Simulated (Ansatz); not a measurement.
# 2H-MoS2 of n layers: modes against thickness, part 2 of 2

Aim: how do the zone-centre modes of 2H-MoS2 of n layers change with n?

Ansatz 0.2.0; DFT PBEsol+D3(BJ), scalar-relativistic, plane waves, PAW; PAW set soft_1.

So far. Step 3 (A member of the series: n = 1): The largest force component left is 0.90 meV/Å. Step 4 (Modes of this member: n = 1): With the three translations set apart, the lowest mode of the cell is real, 289 cm⁻¹, and the highest lies at 477.2 cm⁻¹.

**6. Relaxation of a member: n = 3**

The relaxation for n = 3 is finished with tight tolerances.

Input file input.yaml:

```yaml
crystal:
  lattice:
    - [3.1116620154, 0.0, 0.0]
    - [-1.5558310077, 2.6947783533, 0.0]
    - [0.0, 0.0, 54.67999072]
  atoms:
    - { symbol: Mo, position: [0.3333333333, 0.6666666667, 0.1802531437] }
    - { symbol: S, position: [0.6666666667, 0.3333333333, 0.1516391756] }
    - { symbol: S, position: [0.6666666667, 0.3333333333, 0.2088590055] }
    - { symbol: Mo, position: [0.6666666667, 0.3333333333, 0.2874909047] }
    - { symbol: S, position: [0.3333333333, 0.6666666667, 0.2589126946] }
    - { symbol: S, position: [0.3333333333, 0.6666666667, 0.3160691148] }
    - { symbol: Mo, position: [0.3333333333, 0.6666666667, 0.3947286657] }
    - { symbol: S, position: [0.6666666667, 0.3333333333, 0.3661228039] }
    - { symbol: S, position: [0.6666666667, 0.3333333333, 0.4233426338] }
  periodic: [true, true, false]
kpoints:
  mp_grid: { grid: [9, 9, 1] }
hamiltonian:
  xc: pbesol
  dispersion: d3bj
  pseudopotentials: { kind: paw, azcp: { folder: soft_1 }, xc_functional: pbe }
scf:
  occupations: { method: fixed }
output:
  forces: true
  stress: true
  eigenvalues: true
relax:
  adjacent_minimum: "off"
  f_tol: 0.001
  max_steps: 60
  cell: { stress_2d_tol: 0.002 }
```

Launch:

```console
ansatz run input.yaml --threads 8 --pin off --max-ram 20480MiB --backend cpu --events-out ev --progress --plain --runs-dir out
```

Numbers of over 12 decimals in the logs are rounded to 6 here.

Output:

```text
[...]
Crystal: 9 atoms, lattice volume = 458.505 Å³
Basis set: ecut = 420 eV, 8883 PW (Γ), exchange–correlation on 48×48×750 points (8 copies of the dense FFT grid, shifted against one another)
Bands: 48, of which v1, the nominal top of the filled ones, is band 39 counted from 1 (38 counted from 0)
Symmetry: 12 space group operations
[...]
k-points: 12 of 81 (time reversal used)
[...]
- { symbol: S, position: [0.666667, 0.333333, 0.151687] }
    - { symbol: S, position: [0.666667, 0.333333, 0.208906] }
    - { symbol: Mo, position: [0.666667, 0.333333, 0.2874909047] }
    - { symbol: S, position: [0.333333, 0.666667, 0.258914] }
    - { symbol: S, position: [0.333333, 0.666667, 0.316068] }
    - { symbol: Mo, position: [0.333333, 0.666667, 0.394682] }
    - { symbol: S, position: [0.666667, 0.333333, 0.366076] }
    - { symbol: S, position: [0.666667, 0.333333, 0.423295] }
[key lines of the parts left out:]
SCF converged after 13 iterations
Free energy (F): -20013.617730 eV
Fermi energy:    -5.174155 eV
P = ½ c Tr σ = -0.0014 N/m
```

It took 25 s on 8 threads of Arm Neoverse V1, shared host; peak memory 1.3 GiB; 3.2 min of CPU time.

Little changed from the start: no atom moved by 0.005 Å and no cell edge by 0.1 %.

This step gave:

```
gap on the k-mesh : 0.8813 eV
```

The largest force component left is 0.069 meV/Å.

**7. Zone-centre modes of the member: n = 3**

The zone-centre modes follow for n = 3.

Input file input.yaml:

```yaml
crystal:
  lattice:
    - [3.1116517719, 0.0, 0.0]
    - [-1.5558258859, 2.6947694822, 0.0]
    - [0.0, 0.0, 54.67999072]
  atoms:
    - { symbol: Mo, position: [0.3333333333, 0.6666666667, 0.1802999565] }
    - { symbol: S, position: [0.6666666667, 0.3333333333, 0.1516867433] }
    - { symbol: S, position: [0.6666666667, 0.3333333333, 0.2089058127] }
    - { symbol: Mo, position: [0.6666666667, 0.3333333333, 0.2874909047] }
    - { symbol: S, position: [0.3333333333, 0.6666666667, 0.2589138694] }
    - { symbol: S, position: [0.3333333333, 0.6666666667, 0.31606794] }
    - { symbol: Mo, position: [0.3333333333, 0.6666666667, 0.3946818529] }
    - { symbol: S, position: [0.6666666667, 0.3333333333, 0.3660759967] }
    - { symbol: S, position: [0.6666666667, 0.3333333333, 0.4232950661] }
  periodic: [true, true, false]
kpoints:
  mp_grid: { grid: [9, 9, 1] }
hamiltonian:
  xc: pbesol
  dispersion: d3bj
  pseudopotentials: { kind: paw, azcp: { folder: soft_1 }, xc_functional: pbe }
scf:
  occupations: { method: fixed }
output:
  eigenvalues: true
phonons:
  method: dfpt
```

Output:

```text
[...]
Crystal: 9 atoms, lattice volume = 458.502 Å³
Basis set: ecut = 420 eV, 8883 PW (Γ), exchange–correlation on 48×48×750 points (8 copies of the dense FFT grid, shifted against one another)
Bands: 48, of which v1, the nominal top of the filled ones, is band 39 counted from 1 (38 counted from 0)
Symmetry: 12 space group operations
[...]
ASR residual: 1.080e-4 → 0.000e0 eV/Å²; symmetrization residual: 1.756e-5 eV/Å²
[...]
ASR residual per site (eV/Å²): 1.05e-4 3.71e-5 2.71e-5 5.22e-5 3.63e-5 3.06e-5 1.08e-4 2.95e-5 3.90e-5
  Γ frequencies (cm⁻¹): 0.00 0.00 0.00 22.56 22.56 38.26 39.50 39.50 66.80 288.67 288.67 289.99 289.99 292.27 292.27 389.70 389.70 390.64 390.64 390.74 390.74 409.66 412.27 417.56 475.84 477.18 478.22
[...]
[key lines of the parts left out:]
SCF converged after 17 iterations
Free energy (F): -20013.617730 eV
Fermi energy:    -5.174157 eV
```

Wall time 4 min (8 threads); peak memory 2.7 GiB; 29 min of CPU time.

Numbers from this step:

| Quantity | Value |
| --- | --- |
| sum-rule residual before enforcement | 1.08e-4 eV/Å² |
| highest mode at the zone centre of this cell (no LO-TO term) | 478.2 cm⁻¹ |
| lowest mode at the zone centre of this cell, translations apart | 22.56 cm⁻¹ |

Without the LO-TO term. Patterns of degenerate modes are one choice out of their space. The modes at Γ (shares of kinetic energy by element, %):

| mode | frequency (cm⁻¹) | symmetry | Mo % | S % |
| --- | --- | --- | --- | --- |
| 1 | 0.0 | acoustic | 60 | 40 |
| 2 | 0.0 | acoustic | 60 | 40 |
| 3 | 0.0 | acoustic | 60 | 40 |
| 4 | 22.6 | E'' | 60 | 40 |
| 5 | 22.6 | E'' | 60 | 40 |
| 6 | 38.3 | A1' | 60 | 40 |
| 7 | 39.5 | E' | 60 | 40 |
| 8 | 39.5 | E' | 60 | 40 |
| 9 | 66.8 | A2'' | 61 | 39 |
| 10 | 288.7 | E'' | 0 | 100 |
| 11 | 288.7 | E'' | 0 | 100 |
| 12 | 290.0 | E' | 0 | 100 |
| 13 | 290.0 | E' | 0 | 100 |
| 14 | 292.3 | E'' | 0 | 100 |
| 15 | 292.3 | E'' | 0 | 100 |
| 16 | 389.7 | E' | 40 | 60 |
| 17 | 389.7 | E' | 40 | 60 |
| 18 | 390.6 | E'' | 40 | 60 |
| 19 | 390.6 | E'' | 40 | 60 |
| 20 | 390.7 | E' | 40 | 60 |
| 21 | 390.7 | E' | 40 | 60 |
| 22 | 409.7 | A1' | 0 | 100 |
| 23 | 412.3 | A2'' | 0 | 100 |
| 24 | 417.6 | A1' | 0 | 100 |
| 25 | 475.8 | A2'' | 40 | 60 |
| 26 | 477.2 | A1' | 40 | 60 |
| 27 | 478.2 | A2'' | 39 | 61 |

Displacements in mode 4 (22.6 cm⁻¹), the largest set to 1:
```
Mo1  0.08  0.99  0.00
S2   0.08  1.00  0.00
S3   0.08  0.98  0.00
Mo4  0.00  0.00  0.00
S5   0.00  0.02  0.00
S6   0.00 -0.02  0.00
Mo7 -0.08 -0.99  0.00
S8  -0.08 -0.98  0.00
S9  -0.08 -1.00  0.00
```

Displacements in mode 26 (477.2 cm⁻¹), the largest set to 1:
```
Mo1  0.00  0.00  0.66
S2   0.00  0.00 -0.99
S3   0.00  0.00 -1.00
Mo4  0.00  0.00  0.00
S5   0.00  0.00  0.05
S6   0.00  0.00 -0.05
Mo7  0.00  0.00 -0.66
S8   0.00  0.00  1.00
S9   0.00  0.00  0.99
```

With the three translations set apart, the lowest mode of the cell is real, 22.6 cm⁻¹, and the highest lies at 478.2 cm⁻¹.

**8. The series together**

The members are set side by side, also those not shown above.

Levels are modes at the zone centre of the cell, translations apart; they are counted by rank, so a column need not follow one mode. Cells along the series:

| n | atoms in the cell | space group | first cell vector (Å) | lowest level (cm⁻¹) | second level from below (cm⁻¹) | third level from below (cm⁻¹) | highest level (cm⁻¹) | gap on mesh (eV) |
| --- | --- | --- | --- | --- | --- | --- | --- | --- |
| 1 | 3 | P-6m2 | 3.117 | 288.6 | 391 | 409.6 | 477.2 | 1.896 |
| 2 | 6 | P-3m1 | 3.113 | 31.95 | 53.91 | 288.6 | 477.8 | 1.105 |
| 3 | 9 | P-6m2 | 3.112 | 22.56 | 38.26 | 39.5 | 478.2 | 0.8813 |

**9. Results**

| Quantity | Value |
| --- | --- |
| members | 3 |
| highest level, n = 1 | 477.2 cm⁻¹ |
| highest level, n = 3 | 478.2 cm⁻¹ |

From n = 1 to 3 the lowest level goes from 288.6 to 22.6 cm⁻¹ and the highest from 477.2 to 478.2 cm⁻¹. These are levels by rank and need not be the same mode: a single layer has no interlayer modes, which come lowest from two layers on. These are harmonic frequencies at zero temperature: anharmonic shifts, linewidths and thermal expansion are left out. In the phonons the program holds the C6 weights of the dispersion term fixed, leaving out their change with coordination. The PAW files were made for PBE; the program adapts parts of them to the functional of the run, but their partial waves stay those of PBE, an approximation that was not tested in this session. In a sheet the LO-TO splitting vanishes at the zone centre, so no such term is missing here.

[Logs are printed without paths, hosts, clocks, repeated set-up lines and the standing remarks that a program may print on its own settings, such as how far it seeks lower states.]

[Hosts, paths, dates, database ids (printed as entryN), source tags and the programs' standing remarks are cut or masked in the printed files.]
